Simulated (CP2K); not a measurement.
The C K edge of trifluoromethylacetylene was computed by TDDFT (CP2K XAS_TDP, aug-cc-pVDZ, TDA) at these levels: PBE, PBEh(45%) and PBEh(45%) + GW2X. The first three lines of C1 (bonded to C and H) with a strength over 0.0015, energy in eV and strength:

```csv
run,first,second,third
1,269.26 (0.026),269.27 (0.026),271.74 (0.008)
2,288.19 (0.050),288.21 (0.050),291.52 (0.008)
3,281.94 (0.051),281.96 (0.051),285.28 (0.008)
```

**Question.** Which run is which?

Run 1: PBE (0 % exact exchange). Run 2: PBEh(45%) + GW2X (45 % exact exchange). Run 3: PBEh(45%) (45 % exact exchange). Self-interaction lifts the core level, so the uncorrected lines rise with the share of exact exchange. The GW2X run keeps the spacings of its parent: 0.02 eV between the first two lines in run 2, 0.02 eV in run 3. Its shift is +6.25 eV, since the Kohn–Sham level at this share of exchange lies that far above the quasiparticle level.

[Banner, clock and machine lines of the logs are left out without a mark of their own.]

[Logs are printed without paths, hosts, clocks, repeated set-up lines and the standing remarks that a program may print on its own settings, such as how far it seeks lower states.]

[Hosts, paths, dates, database ids (printed as entryN), source tags and the programs' standing remarks are cut or masked in the printed files.]
